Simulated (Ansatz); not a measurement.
# Σ5 (310) boundary in bcc Ta: structure and resistance, part 2 of 3

Aim: the relaxed structure and the specific resistance of the Σ5 (310) boundary in bcc Ta.

Ansatz 0.2.0; Ansatz plane-wave DFT, PBEsol, PAW files; relaxation of a bicrystal slab with its lowest layers held; PAW set soft_1 (the session's first sound run).

So far. Step 2 (Relaxing the bicrystal): The largest force component on a free atom ends at 0.018 eV/Å, under the tolerance of 0.03, after 15 steps.

### 3. Transmission across the boundary

Bulk layers of each grain are laid under and over the relaxed boundary, and a lead is named in the middle of each, away from the free faces. The mesh across the current, 20×20, is finer than the density's, because channels open and close sharply across the zone. Energies from -0.1 to 0.1 eV in steps of 0.05 eV are too few for the program's thermal sum, so it prints no conductance; for a metal the transmission near the Fermi level serves, at a fraction of the cost.

This step: Ansatz plane-wave DFT, PBEsol, PAW files; ballistic transport by layer matching (Landauer), zero bias; boundary relaxed in a short slab, bulk layers laid on; PAW set soft_1 (Ansatz 0.2.0).

System of this step: Σ5 (310) boundary in bcc Ta. The cell holds 42 atoms: 42 Ta. Its edges and angles: a = 5.477 Å, b = 3.303 Å, c = 50.843 Å, α = 90.0°, β = 90.0°, γ = 72.5°. It derives from Ta. Regions: lower grain, 17 atoms (17 Ta); boundary, 12 atoms (12 Ta); upper grain, 13 atoms (13 Ta). Vacuum lies along c.

File input.yaml:

```yaml
crystal:
  lattice:
    - [5.4766761838, 0.0, 0.0]
    - [0.9957593061, 3.1488674087, 0.0]
    - [0.0, 0.0, 50.8432455882]
  atoms:
    - { symbol: Ta, position: [-9.2000000003, -6.8999999999, 0.0786731837] }
    - { symbol: Ta, position: [-8.8000000003, -6.5999999999, 0.0992139883] }
    - { symbol: Ta, position: [-8.4000000002, -6.2999999999, 0.1197547928] }
    - { symbol: Ta, position: [-8.0000000002, -5.9999999999, 0.1402955974] }
    - { symbol: Ta, position: [-7.6000000002, -5.6999999999, 0.1608364019] }
    - { symbol: Ta, position: [-7.2000000002, -5.3999999999, 0.1813772065] }
    - { symbol: Ta, position: [-6.8000000002, -5.0999999999, 0.2019180111] }
    - { symbol: Ta, position: [-6.4000000002, -4.7999999999, 0.2224588156] }
    - { symbol: Ta, position: [-6.0000000002, -4.4999999999, 0.2429996202] }
    - { symbol: Ta, position: [-5.6000000002, -4.1999999999, 0.2635404248] }
    - { symbol: Ta, position: [-5.2000000002, -3.8999999999, 0.2840812293] }
    - { symbol: Ta, position: [-4.8000000002, -3.5999999999, 0.3046220339] }
    - { symbol: Ta, position: [-4.4000000001, -3.2999999999, 0.3251628384] }
    - { symbol: Ta, position: [-4.0000000001, -2.9999999999, 0.345703643] }
    - { symbol: Ta, position: [-3.6000000001, -2.6999999999, 0.3662444476] }
    - { symbol: Ta, position: [-3.2000000001, -2.3999999999, 0.3867852521] }
    - { symbol: Ta, position: [-2.8000000001, -2.0999999999, 0.4073260567] }
    - { symbol: Ta, position: [0.5999999999, 0.2, 0.4278668612] }
    - { symbol: Ta, position: [1.0002442269, 0.4998778865, 0.4464519555] }
    - { symbol: Ta, position: [0.3952282033, 0.8023858984, 0.4682087215] }
    - { symbol: Ta, position: [0.8109184589, 0.0945407705, 0.4873550526] }
    - { symbol: Ta, position: [0.1928130315, 0.4035934842, 0.510091168] }
    - { symbol: Ta, position: [0.6030008302, 0.6984995849, 0.5243722801] }
    - { symbol: Ta, position: [-0.0482434273, 0.0241217137, 0.5517148527] }
    - { symbol: Ta, position: [0.497271935, 0.7513640325, 0.5744710281] }
    - { symbol: Ta, position: [0.1009630019, 0.4495184991, 0.5940985605] }
    - { symbol: Ta, position: [0.7047681827, 0.1476159087, 0.6137290587] }
    - { symbol: Ta, position: [0.3062531511, 0.8468734244, 0.6339827025] }
    - { symbol: Ta, position: [0.9016417747, 0.5491791126, 0.654296357] }
    - { symbol: Ta, position: [-2.4983582253, -1.7508208874, 0.6748371616] }
    - { symbol: Ta, position: [-2.8983582253, -2.0508208874, 0.6953779661] }
    - { symbol: Ta, position: [-3.2983582253, -2.3508208874, 0.7159187707] }
    - { symbol: Ta, position: [-3.6983582253, -2.6508208874, 0.7364595752] }
    - { symbol: Ta, position: [-4.0983582253, -2.9508208874, 0.7570003798] }
    - { symbol: Ta, position: [-4.4983582253, -3.2508208874, 0.7775411844] }
    - { symbol: Ta, position: [-4.8983582253, -3.5508208873, 0.7980819889] }
    - { symbol: Ta, position: [-5.2983582253, -3.8508208873, 0.8186227935] }
    - { symbol: Ta, position: [-5.6983582253, -4.1508208873, 0.8391635981] }
    - { symbol: Ta, position: [-6.0983582254, -4.4508208873, 0.8597044026] }
    - { symbol: Ta, position: [-6.4983582254, -4.7508208873, 0.8802452072] }
    - { symbol: Ta, position: [-6.8983582254, -5.0508208873, 0.9007860117] }
    - { symbol: Ta, position: [-7.2983582254, -5.3508208873, 0.9213268163] }
kpoints:
  mp_grid: { grid: [8, 8, 1] }
hamiltonian:
  xc: pbesol
  pseudopotentials: { kind: paw, azcp: { folder: soft_1 }, xc_functional: pbe }
scf:
  occupations: { method: fermi_dirac, width: 0.1 }
output:
  transmission:
    leads: [[9, 10], [34, 35]]
    kmesh: [20, 20]
    e_range: [-0.1, 0.1]
    de: 0.05
  write_potential: true
  write_density: true
  volumetric_format: npy
  elf: true
```

The run is started by

```console
$ ansatz run input.yaml --threads 4 --pin off --max-ram 15360MiB --backend cpu --events-out ev --progress --plain --runs-dir out
```

Numbers of over 12 decimals in the logs are rounded to 6 here.

Output:

```text
[...]
Crystal: 42 atoms, lattice volume = 876.808 Å³
Basis set: ecut = 420 eV, 17181 PW (Γ)
Bands: 328, of which v1, the nominal top of the filled ones, is band 273 counted from 1 (272 counted from 0)
Symmetry: 2 space group operations
[...]
k-points: 21 of 64 (time reversal used)
[...]
SCF iter   1: F=—  HF=-411920.677049 eV  |F-HF|=—  |Δ(HF+E_count)|=         —  Δρ=5.18e-2  dr2=1.30e3  ethr=3.10e-3  ⟨swp⟩=8.4  Hψ=29897  notcnv=0  defer=111
[...]
SCF iter  13: F=-411903.477375 eV  HF=-411903.477375 eV  |F-HF|=6.98e-10  |Δ(HF+E_count)|=   3.72e-8  Δρ=7.43e-7  dr2=9.43e-9  ethr=1.83e-11  ⟨swp⟩=21.1  Hψ=28151  notcnv=0
SCF 1 converged in 13 iterations: F = -411903.477375 eV  dr2 = 9.43e-9
[...]
transmission: 681 of 6771 steps passed
transmission: 1356 of 6771 steps passed
[...]
transmission: 6771 of 6771 steps passed
WARN: The output density's exchange-correlation potential varies sharply where the density is thin. Do not read a vacuum level from v_tot or v_xc, or from such a field of the output density. On a cell that repeats whose density bears no net charge and no dipole along the vacuum's axis use v_es (v_loc + v_h of the components); under efield.dipole_correction with no amplitude use v_es + v_field, which holds any externa [...]
SCF converged after 13 iterations
Free energy (F): -411903.477375 eV
[...]
Internal energy: -411901.730390 eV  (E = F + TS)
E sigma→0 (E₀):  -411902.603883 eV
Entropy (-TS):   -1.746985 eV (-41.595 meV/atom)
Fermi energy:    15.406287 eV
[...]
--- Band table (eV; the first three rows and the last of 21) ---
  k-point 0: bands = [... 269 lower, 15.9537, 15.9696, 15.9697, 15.9836, 16.0343, 16.0512, 16.0658, 16.0790, ... 51 higher]
  k-point 1: bands = [... 269 lower, 15.5484, 15.5633, 15.6091, 15.6392, 15.6848, 15.7221, 15.7374, 15.7618, ... 51 higher]
  k-point 2: bands = [... 269 lower, 15.0636, 15.0933, 15.1029, 15.1170, 15.1437, 15.1681, 15.1986, 15.2288, ... 51 higher]
  k-point 20: bands = [... 269 lower, 15.7156, 15.7316, 15.7576, 15.8178, 15.8591, 15.9109, 16.0000, 16.0178, ... 51 higher]
--- Transmission ---
  basis      : 157 plane waves across, 61 finite elements along
  points     : 111, standing for a mesh of 20 x 20
  energies   : 5 from -0.100000 to 0.100000 eV about the Fermi level, 0.050000 eV apart; the leads are filled to 0.000000 eV, and channels, transmission and decay are at 0.000000 eV
  crystal 0  : Ta2, at the sites [9, 10], period 2.0887 Å, over 18.80 Å; its Hamiltonian steps by up to 11.4 meV
    offset         : up to 0.0000 Å between an atom of the period and one for which it stands
    channels       : 3.877500e0 a spin
    conductance    : none, the energies end too early or step too widely for 300 K: set another output.transmission.e_range or a lower de, or, where they end at an eighth of basis.ecutwfc, a higher one
[...]
channels       : 3.907500e0 a spin
[...]
junction   : crystal 0 to crystal 1, 12.88 to 39.01 Å
    transmission   : 1.962925e0 a spin
[...]
```

The job ended after 18 min (4 threads of Arm Neoverse V1, shared host; peak memory 8.8 GiB).

This step gave:

* free energy: -411903.4774 eV
* energy at zero smearing: -411902.6039 eV
* Fermi energy: 15.41 eV
* cell area: 17.25 Å²
* transmission per spin nearest the Fermi level: 1.963
* open channels per spin nearest the Fermi level: 3.877
* open channels per spin, upper lead: 3.908
* step of the lead's potential: 11.4 meV
* step of the upper lead's potential: 33.3 meV

Per spin. The transmission, zone mean by energy, zero at the Fermi level:

```csv
energy (eV),"transmission, zone mean"
-0.1000,2.11
-0.0500,2.05
0.0000,1.96
0.0500,1.90
0.1000,1.85
```

Per spin. Open channels, zone mean against energy, zero at the Fermi level:

```csv
energy (eV),lead,upper lead
-0.1000,4.32,4.33
-0.0500,4.16,4.18
0.0000,3.88,3.91
0.0500,3.73,3.74
0.1000,3.65,3.66
```

Transmission over k1 and k2. At 0.0000 eV from the Fermi level.

Ten even steps from '0' (0.70) to '9' (3.19):
```
45667766546556666556
44567654445447874454
33333333334643346433
01101100025540455200
10000111144566544111
21112330477777774033
33333565779779775653
78777765555955556777
99976675554455576679
99986654551554566899
99766755544555766799
77776555595555677778
33565779779775653333
23304777777740332111
11114456654411110000
00025540455200011011
33346433464333333333
44544787445444567654
46556666556456677665
65667776656566777665
```
Columns: k1 (b1) from -0.5 to 0.45; rows upwards: k2 (b2) from -0.5 to 0.45.

Open channels over k1 and k2. At 0.0000 eV from the Fermi level.

Ten even steps from '0' (1.00) to '9' (7.00):
```
35566665535555665555
33566653335556865553
33355333335653356533
10000011133331333311
11111101135566553110
11111331686666686133
31133566668668666653
68666865555955556866
88866665555555566668
88886655553555566888
88666655555555666688
66686555595555686668
33566668668666653311
13316866666861331111
10113556655311011111
11133331333311100000
33356533565333335533
33555686555333566653
35555665555355666655
55556665555555666555
```
Columns: k1 (b1) from -0.5 to 0.45; rows upwards: k2 (b2) from -0.5 to 0.45.

Valence density in the ca plane at fractional y = 0.049, with atoms of Ta within 0.2 Å of it. It is the smooth field of the valence electrons, not physical close to the nuclei.

Values in e/Å³, 8 rows by 16 columns, each cell a mean:
```
0.8 0.4 0.3 3.6 2.6 0.3 0.4 0.4 0.2 0.2 0.5 0.7 0.2 0.0 0.0 0.0
0.2 0.2 0.3 2.3 1.5 0.3 2.2 2.0 0.3 0.2 0.2 0.3 0.2 0.1 0.0 0.0
0.4 0.3 0.3 0.3 0.3 0.3 2.7 2.4 0.3 0.5 0.6 0.3 0.2 0.1 0.0 0.0
0.8 0.3 0.3 0.3 0.4 0.3 0.6 0.6 0.3 1.3 1.7 0.3 0.1 0.0 0.0 0.0
0.4 0.3 0.5 0.4 0.5 0.4 0.2 0.5 0.5 0.6 0.7 0.2 0.1 0.0 0.0 0.0
0.4 0.3 0.5 0.4 0.3 0.3 0.3 1.4 1.4 0.3 0.4 0.3 0.1 0.0 0.0 0.0
2.6 1.2 0.3 0.3 0.2 0.3 0.3 0.9 0.9 0.3 1.7 2.2 0.1 0.0 0.0 0.0
3.6 1.7 0.3 1.4 0.9 0.2 0.2 0.3 0.3 0.3 2.2 3.1 0.2 0.0 0.0 0.0
```
Columns run along c (16.0 Å, from fractional 0.69 to 1.00 of the cell), rows up along a (5.5 Å). Atoms in or near the plane, at fractional coordinates: Ta at (0.76, 0.90).

Electrostatic potential energy in the ca plane at fractional y = 0.049, with atoms of Ta within 0.2 Å of it. With pseudopotentials it is smooth inside the atoms' cores, unlike the true potential.

Ten even steps from '0' (-35 eV) to '9' (19 eV), each cell a mean:
```
64468998400037999988999999997545789999999999
88889997300027998766789999999888899999999999
99999998510148997411378999999999999999999999
99999999754578997200158999888999999999999999
78998899988889997200168998767899888999999999
57888899999988987522479997534688888999999999
37898889999887888766789986312589888999999999
47999888888876789988888987423689999999999999
78999876788876789998877888656799999999999999
88999876678887789998644688888899999999999999
87788877789998889997422479998878899999999999
64468888889999988887522579987534789999999999
30026899988999988898755789985101489999999999
10015899876789999999888899974000379999999999
30026898631258999999999999985101589999999999
```
Columns run along c (16.0 Å, from fractional 0.69 to 1.00 of the cell; values clipped at the 3rd and 97th percentile), rows up along a (5.5 Å). Atoms in or near the plane, at fractional coordinates: Ta at (0.76, 0.90).

ELF in the ca plane at fractional y = 0.049, with atoms of Ta within 0.2 Å of it. It is the smooth field of the valence electrons, not physical close to the nuclei.

Ten even steps from '0' (0.00) to '9' (0.73), each cell a mean:
```
36742552685883576533357656753575346876421000
22335652782682464344236655774223578987531000
55566663598962442699734656665456778877531000
45654454346634543898953665433467655565431000
23543345433345643898943653333256432344321000
53443346665543443699734643687435322223210000
83444444555422234344335643899534422222110000
63465433344333335544444543788435543222100000
33576333333334335764333343454346654321100000
34565334334333335653477434333455554321100000
33334322234543444543799634554333223221000000
47753433345665433443699624643686311211000000
89984455444456532353355335635999721221100000
98794365334335543465323356637979822332110000
89983353389853555666555666646999623554310000
```
Columns run along c (16.0 Å, from fractional 0.69 to 1.00 of the cell), rows up along a (5.5 Å). Atoms in or near the plane, at fractional coordinates: Ta at (0.76, 0.90).

Over the solved energies the transmission per spin lies between 1.85 and 2.11, out of 3.95 channels of the lead on average (up to 4.32). The log calls the step of a lead's potential too much.

### 4. Specific resistance

This step: Ansatz plane-wave DFT, PBEsol, PAW files; ballistic transport by layer matching (Landauer), zero bias; specific resistance of the boundary; PAW set soft_1 (Ansatz 0.2.0).

Numbers from this step:

* area resistance: 0.5636 fΩ m²
* T over the leads' mean channel count: 0.4995

Averaged over the energies near the Fermi level, 50.0 % of the channels pass, which makes 0.564 fΩ m².

By hand, with T and the leads' channels N averaged over the energies near the Fermi level: RA = A (h/2e²)(1/T − ½[1/N₁ + 1/N₂]) = 17.25×10⁻²⁰ m² × 12 906 Ω × (1/1.976 − ½[1/3.949 + 1/3.965]) = 0.564 fΩ m².

(Part 2 of 3 ends here.)

[Logs are printed without paths, hosts, clocks, repeated set-up lines and the standing remarks that a program may print on its own settings, such as how far it seeks lower states.]

[Hosts, paths, dates, database ids (printed as entryN), source tags and the programs' standing remarks are cut or masked in the printed files.]
